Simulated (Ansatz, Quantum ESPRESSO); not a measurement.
## CaGeTe3 (Pm-3m): zone-centre phonons

Which modes does CaGeTe3 (Pm-3m) have at the zone centre?

Main program and level: Quantum ESPRESSO 8.0 development, patched; DFT LDA, scalar-relativistic, plane waves, PseudoDojo norm-conserving pseudopotentials.

The structure was built from a prototype and need not be the compound's stable phase.

## Step 1: The structure

The structure is cubic, space group Pm-3m (No. 221). The conventional cell has a = 5.316 Å, b = 5.316 Å, c = 5.316 Å, α = 90.00°, β = 90.00°, γ = 90.00°. Nearest to Ca lie 12 Te at 3.76 Å. Nearest to Ge lie 6 Te at 2.66 Å. Nearest to Te lie 2 Ge at 2.66 Å and 4 Ca at 3.76 Å. Farther neighbours and most contacts between anions are not listed.

## Step 2: A first look

A cheap run with smearing and empty bands tells whether the crystal has a gap, which decides between fixed occupations and smearing later on.

probe.in reads:

```
&CONTROL
  calculation = 'scf'
  prefix      = 'x'
  outdir      = './tmp'
  pseudo_dir  = './pseudo'
  tprnfor     = .true.
  tstress     = .true.
  verbosity   = 'high'
/
&SYSTEM
  ibrav       = 1
  celldm(1)   = 10.04502819
  nat         = 5
  ntyp        = 3
  ecutwfc     = 82.0
  occupations = 'smearing'
  smearing    = 'gaussian'
  degauss     = 0.01
/
&ELECTRONS
  conv_thr         = 1.0d-07
  mixing_beta      = 0.7
  electron_maxstep = 100
/
ATOMIC_SPECIES
 Ca     40.0780  Ca.upf
 Ge     72.6300  Ge.upf
 Te    127.6000  Te.upf
ATOMIC_POSITIONS crystal
 Ca     0.000000000   0.000000000   0.000000000
 Ge     0.500000000   0.500000000   0.500000000
 Te     0.500000000   0.500000000   0.000000000
 Te     0.500000000   0.000000000   0.500000000
 Te     0.000000000   0.500000000   0.500000000
K_POINTS automatic
 4 4 4 0 0 0
```

Started as:

```bash
> OMP_NUM_THREADS=1 mpirun -n 4 pw.x -nk 4 -in probe.in > probe.out
```

What it wrote:

```text
[banners, grids, parts of the stress and lines that vanish by symmetry left out]
Program PWSCF v.8.0dev
     bravais-lattice index     =            1
     lattice parameter (alat)  =      10.0450  a.u.
[...]
kinetic-energy cutoff     =      82.0000  Ry
     charge density cutoff     =     328.0000  Ry
     scf convergence threshold =      1.0E-07
[...]
Exchange-correlation= SLA-PW-NOGX-NOGC
                           (   1   4   0   0   0   0   0)
[...]
48 Sym. Ops., with inversion, found
[...]
(     0          1          0      )
                  (     0          0          1      )
[...]
(  0.0000000  1.0000000  0.0000000 )
                  (  0.0000000  0.0000000  1.0000000 )
[...]
(     0         -1          0      )
                  (     0          0          1      )
[...]
(  0.0000000  1.0000000  0.0000000 )
[...]
number of k points=    10  Gaussian smearing, width (Ry)=  0.0100
[...]
c_bands:  1 eigenvalues not converged
[...]
End of self-consistent calculation
[...]
the Fermi energy is     8.6686 ev
!    total energy              =    -883.69906725 Ry
[...]
convergence has been achieved in   7 iterations
[...]
atom    1 type  1   force =     0.00000000    0.00000000    0.00000000
     atom    2 type  2   force =     0.00000000    0.00000000    0.00000000
     atom    3 type  3   force =     0.00000000    0.00000000    0.00000000
     atom    4 type  3   force =     0.00000000    0.00000000    0.00000000
     atom    5 type  3   force =     0.00000000    0.00000000    0.00000000
[...]
Total force =     0.000000     Total SCF correction =     0.000000
[...]
total   stress  (Ry/bohr**3)                   (kbar)     P=        5.26
[...]
XML data file, charge density, pseudopotentials, collected wavefunctions

   JOB DONE.
```

Wall time 16 s (4 MPI ranks of Intel Xeon 6975P-C (Granite Rapids), shared host); 62 s of CPU time.

Numbers from this step:

```
volume per atom   : 30.04 Å³
pressure          : 0.526 GPa
gap on the k-mesh : 0 eV
```

No gap opens on this mesh, so smearing is kept; the start stands at 0.53 GPa.

## Step 3: Relaxing the cell and atoms

The relaxation runs at a cutoff a fifth above that of the response, since stress converges more slowly with the basis than frequencies do. Forces and stress are brought to rest with tight thresholds.

relax.in reads:

```
&CONTROL
  calculation   = 'vc-relax'
  prefix        = 'x'
  outdir        = './tmp'
  pseudo_dir    = './pseudo'
  tprnfor       = .true.
  tstress       = .true.
  forc_conv_thr = 2.0d-05
  etot_conv_thr = 1.0d-07
  nstep         = 40
/
&SYSTEM
  ibrav       = 1
  celldm(1)   = 10.04502819
  nat         = 5
  ntyp        = 3
  ecutwfc     = 98
  occupations = 'smearing'
  smearing    = 'mv'
  degauss     = 0.02
/
&ELECTRONS
  conv_thr         = 1.0d-11
  mixing_beta      = 0.7
  electron_maxstep = 100
/
&IONS
/
&CELL
  press_conv_thr = 0.2
/
ATOMIC_SPECIES
 Ca     40.0780  Ca.upf
 Ge     72.6300  Ge.upf
 Te    127.6000  Te.upf
ATOMIC_POSITIONS crystal
 Ca     0.000000000   0.000000000   0.000000000
 Ge     0.500000000   0.500000000   0.500000000
 Te     0.500000000   0.500000000   0.000000000
 Te     0.500000000   0.000000000   0.500000000
 Te     0.000000000   0.500000000   0.500000000
K_POINTS automatic
 6 6 6 0 0 0
```

Started as:

```bash
> OMP_NUM_THREADS=1 mpirun -n 4 pw.x -nk 4 -in relax.in > relax.out
```

What it wrote:

```text
[banners, grids, parts of the stress and lines that vanish by symmetry left out]
[banner, memory and clock lines left out]
Program PWSCF v.8.0dev

[...]
kinetic-energy cutoff     =      98.0000  Ry
     charge density cutoff     =     392.0000  Ry
     scf convergence threshold =      1.0E-11
[...]
energy convergence thresh.=      1.0E-07
     force convergence thresh. =      2.0E-05
     press convergence thresh. =      2.0E-01
     Exchange-correlation= SLA-PW-NOGX-NOGC
                           (   1   4   0   0   0   0   0)
[...]
48 Sym. Ops., with inversion, found
[...]
number of k points=    20  Marzari-Vanderbilt smearing, width (Ry)=  0.0200
[...]
End of self-consistent calculation
[...]
the Fermi energy is     8.7497 ev
!    total energy              =    -883.70869607 Ry
[...]
convergence has been achieved in   9 iterations
[...]
atom    1 type  1   force =     0.00000000    0.00000000    0.00000000
     atom    2 type  2   force =     0.00000000    0.00000000    0.00000000
     atom    3 type  3   force =     0.00000000    0.00000000    0.00000000
     atom    4 type  3   force =     0.00000000    0.00000000    0.00000000
     atom    5 type  3   force =     0.00000000    0.00000000    0.00000000
     Total force =     0.000000     Total SCF correction =     0.000000
[...]
total   stress  (Ry/bohr**3)                   (kbar)     P=        2.99
[...]
number of bfgs steps    =   0
[...]
CELL_PARAMETERS (alat= 10.04502819)
[...]
ATOMIC_POSITIONS (crystal)
Ca               0.0000000000        0.0000000000        0.0000000000
Ge               0.5000000000        0.5000000000        0.5000000000
Te               0.5000000000        0.5000000000        0.0000000000
Te               0.5000000000        0.0000000000        0.5000000000
[...]
New effective cutoffs (rho, wfc):  391.25   97.90
[...]
End of self-consistent calculation
[...]
the Fermi energy is     8.7274 ev
!    total energy              =    -883.70872355 Ry
[...]
convergence has been achieved in   6 iterations
[...]
atom    1 type  1   force =     0.00000000    0.00000000    0.00000000
     atom    2 type  2   force =     0.00000000    0.00000000    0.00000000
     atom    3 type  3   force =     0.00000000    0.00000000    0.00000000
     atom    4 type  3   force =     0.00000000    0.00000000    0.00000000
     atom    5 type  3   force =     0.00000000    0.00000000    0.00000000
     Total force =     0.000000     Total SCF correction =     0.000000
[...]
total   stress  (Ry/bohr**3)                   (kbar)     P=        2.23
[...]
number of bfgs steps    =   1
[...]
CELL_PARAMETERS (alat= 10.04502819)
[...]
ATOMIC_POSITIONS (crystal)
[...]
New effective cutoffs (rho, wfc):  390.81   97.79
[...]
End of self-consistent calculation
[...]
the Fermi energy is     8.7027 ev
!    total energy              =    -883.70874450 Ry
[...]
convergence has been achieved in   8 iterations
[...]
atom    1 type  1   force =     0.00000000    0.00000000    0.00000000
     atom    2 type  2   force =     0.00000000    0.00000000    0.00000000
     atom    3 type  3   force =     0.00000000    0.00000000    0.00000000
     atom    4 type  3   force =     0.00000000    0.00000000    0.00000000
[...]
Total force =     0.000000     Total SCF correction =     0.000000
[...]
total   stress  (Ry/bohr**3)                   (kbar)     P=        1.39
[...]
number of bfgs steps    =   2
[...]
CELL_PARAMETERS (alat= 10.04502819)
[...]
ATOMIC_POSITIONS (crystal)
[...]
New effective cutoffs (rho, wfc):  390.15   97.62
[...]
End of self-consistent calculation
[...]
the Fermi energy is     8.6659 ev
!    total energy              =    -883.70875781 Ry
[...]
convergence has been achieved in   8 iterations
[...]
Total force =     0.000000     Total SCF correction =     0.000000
[...]
total   stress  (Ry/bohr**3)                   (kbar)     P=        0.14
[...]
number of bfgs steps    =   3
[...]
CELL_PARAMETERS (alat= 10.04502819)
[...]
ATOMIC_POSITIONS (crystal)
[...]
New effective cutoffs (rho, wfc):  390.08   97.61
[...]
End of self-consistent calculation
[...]
the Fermi energy is     8.6617 ev
!    total energy              =    -883.70875796 Ry
[...]
convergence has been achieved in   6 iterations
[...]
Total force =     0.000000     Total SCF correction =     0.000000
[...]
total   stress  (Ry/bohr**3)                   (kbar)     P=        0.00
[...]
number of bfgs steps    =   4
[...]
small trust_radius: resetting bfgs history
[...]
CELL_PARAMETERS (alat= 10.04502819)
[...]
ATOMIC_POSITIONS (crystal)
[...]
New effective cutoffs (rho, wfc):  390.08   97.61
[...]
End of self-consistent calculation
[...]
the Fermi energy is     8.6617 ev
!    total energy              =    -883.70875796 Ry
[...]
convergence has been achieved in   1 iterations
[...]
atom    3 type  3   force =     0.00000000    0.00000000    0.00000000
     atom    4 type  3   force =     0.00000000    0.00000000    0.00000000
     atom    5 type  3   force =     0.00000000    0.00000000    0.00000000
     Total force =     0.000000     Total SCF correction =     0.000000
[...]
total   stress  (Ry/bohr**3)                   (kbar)     P=       -0.00
[...]
bfgs converged in   6 scf cycles and   5 bfgs steps
[...]
End of BFGS Geometry Optimization
     Final enthalpy           =    -883.7087579601 Ry
     File ./tmp/x.bfgs deleted, as requested
[...]
CELL_PARAMETERS (alat= 10.04502819)
[...]
ATOMIC_POSITIONS (crystal)
[...]
Te               0.5000000000        0.0000000000        0.5000000000
Te               0.0000000000        0.5000000000        0.5000000000
[...]
Final scf calculation at the relaxed structure.
[...]
kinetic-energy cutoff     =      98.0000  Ry
     charge density cutoff     =     392.0000  Ry
     scf convergence threshold =      1.0E-13
[...]
press convergence thresh. =      2.0E-01
     Exchange-correlation= SLA-PW-NOGX-NOGC
                           (   1   4   0   0   0   0   0)
[...]
48 Sym. Ops., with inversion, found
[...]
number of k points=    20  Marzari-Vanderbilt smearing, width (Ry)=  0.0200
[...]
c_bands: 1 eigenvalues not converged on the other pools
[...]
End of self-consistent calculation
[...]
the Fermi energy is     8.6617 ev
!    total energy              =    -883.70876302 Ry
[...]
convergence has been achieved in  11 iterations
[...]
atom    1 type  1   force =     0.00000000    0.00000000    0.00000000
     atom    2 type  2   force =     0.00000000    0.00000000    0.00000000
     atom    3 type  3   force =     0.00000000    0.00000000    0.00000000
     atom    4 type  3   force =     0.00000000    0.00000000    0.00000000
     atom    5 type  3   force =     0.00000000    0.00000000    0.00000000
     Total force =     0.000000     Total SCF correction =     0.000000
[...]
total   stress  (Ry/bohr**3)                   (kbar)     P=       -0.00
[...]
XML data file, charge density, pseudopotentials, collected wavefunctions
```

Wall time 3.6 min (4 MPI ranks); 15 min of CPU time.

The steps of the relaxation:

| step | energy less that of the first step (eV) | largest force (eV/Å) | pressure (GPa) | volume (Å³) |
| --- | --- | --- | --- | --- |
| 1 | 0.0000 | 0.0000 | 0.30 | 150.20 |
| 2 | -0.0004 | 0.0000 | 0.22 | 150.42 |
| 3 | -0.0007 | 0.0000 | 0.14 | 150.68 |
| 4 | -0.0008 | 0.0000 | 0.01 | 151.06 |
| 5 | -0.0008 | 0.0000 | 0.00 | 151.10 |
| 6 | -0.0008 | 0.0000 | 0.00 | 151.10 |
| 7 | -0.0009 | 0.0000 | 0.00 | 151.10 |

| conventional cell, symmetrised | before | after | change |
| --- | --- | --- | --- |
| a (Å) | 5.316 | 5.326 | +0.2 % |
| b (Å) | 5.316 | 5.326 | +0.2 % |
| c (Å) | 5.316 | 5.326 | +0.2 % |
| volume (Å³/atom) | 30.04 | 30.22 | +0.6 % |

The relaxed structure:

```xyz
5
Lattice="5.3263 0.0000 0.0000 0.0000 5.3263 0.0000 0.0000 0.0000 5.3263" Properties=species:S:1:pos:R:3 pbc="T T T"
Ca    0.0000    0.0000    0.0000
Ge    2.6631    2.6631    2.6631
Te    2.6631    2.6631    0.0000
Te    2.6631    0.0000    2.6631
Te    0.0000    2.6631    2.6631
```

The last row of the table of steps is pw.x's closing run on a basis chosen anew for the final cell, so its energy can jump.

Read from the output:

```
volume per atom : 30.22 Å³
pressure        : 0 GPa
```

The volume changes by +0.6 % from the cell with which this run began.

## Step 4: Self-consistent run for the response

The response is built on this ground state, so it is converged far tighter than an energy would need. Smearing stays on, as the first look found no gap above 0.3 eV.

scf.in reads:

```
&CONTROL
  calculation = 'scf'
  prefix      = 'x'
  outdir      = './tmp'
  pseudo_dir  = './pseudo'
  tprnfor     = .true.
  tstress     = .true.
/
&SYSTEM
  ibrav       = 1
  celldm(1)   = 10.06517672
  nat         = 5
  ntyp        = 3
  ecutwfc     = 82.0
  occupations = 'smearing'
  smearing    = 'mv'
  degauss     = 0.02
/
&ELECTRONS
  conv_thr         = 1.0d-12
  mixing_beta      = 0.7
  electron_maxstep = 100
/
ATOMIC_SPECIES
 Ca     40.0780  Ca.upf
 Ge     72.6300  Ge.upf
 Te    127.6000  Te.upf
ATOMIC_POSITIONS crystal
 Ca     0.000000000   0.000000000   0.000000000
 Ge     0.500000000   0.500000000   0.500000000
 Te     0.500000000   0.500000000   0.000000000
 Te     0.500000000   0.000000000   0.500000000
 Te     0.000000000   0.500000000   0.500000000
K_POINTS automatic
 6 6 6 0 0 0
```

Started as:

```bash
> OMP_NUM_THREADS=1 mpirun -n 4 pw.x -nk 4 -in scf.in > scf.out
```

What it wrote:

```text
[banners, grids, parts of the stress and lines that vanish by symmetry left out]
[banner, memory and clock lines left out]
Program PWSCF v.8.0dev

[...]
kinetic-energy cutoff     =      82.0000  Ry
     charge density cutoff     =     328.0000  Ry
     scf convergence threshold =      1.0E-12
[...]
Exchange-correlation= SLA-PW-NOGX-NOGC
                           (   1   4   0   0   0   0   0)
[...]
48 Sym. Ops., with inversion, found
[...]
number of k points=    20  Marzari-Vanderbilt smearing, width (Ry)=  0.0200
[...]
c_bands: 1 eigenvalues not converged on the other pools
[...]
End of self-consistent calculation
[...]
the Fermi energy is     8.6617 ev
!    total energy              =    -883.70857829 Ry
[...]
convergence has been achieved in  10 iterations
[...]
atom    1 type  1   force =     0.00000000    0.00000000    0.00000000
     atom    2 type  2   force =     0.00000000    0.00000000    0.00000000
     atom    3 type  3   force =     0.00000000    0.00000000    0.00000000
     atom    4 type  3   force =     0.00000000    0.00000000    0.00000000
     atom    5 type  3   force =     0.00000000    0.00000000    0.00000000
     Total force =     0.000000     Total SCF correction =     0.000000
[...]
total   stress  (Ry/bohr**3)                   (kbar)     P=       -0.03
[...]
XML data file, charge density, pseudopotentials, collected wavefunctions
```

Run time: 30 s. Hardware: 4 MPI ranks; 2 min of CPU time.

Numbers from this step:

```
pressure : -0.003000 GPa
```

The cell stands at -0.0030 GPa, close enough for phonons.

(Part 1 of 3 ends here.)

[Host names and launcher messages were left out of these logs when they were recorded.]

[Logs are printed without paths, hosts, clocks, repeated set-up lines and the standing remarks that a program may print on its own settings, such as how far it seeks lower states.]

[Hosts, paths, dates, database ids (printed as entryN), source tags and the programs' standing remarks are cut or masked in the printed files.]
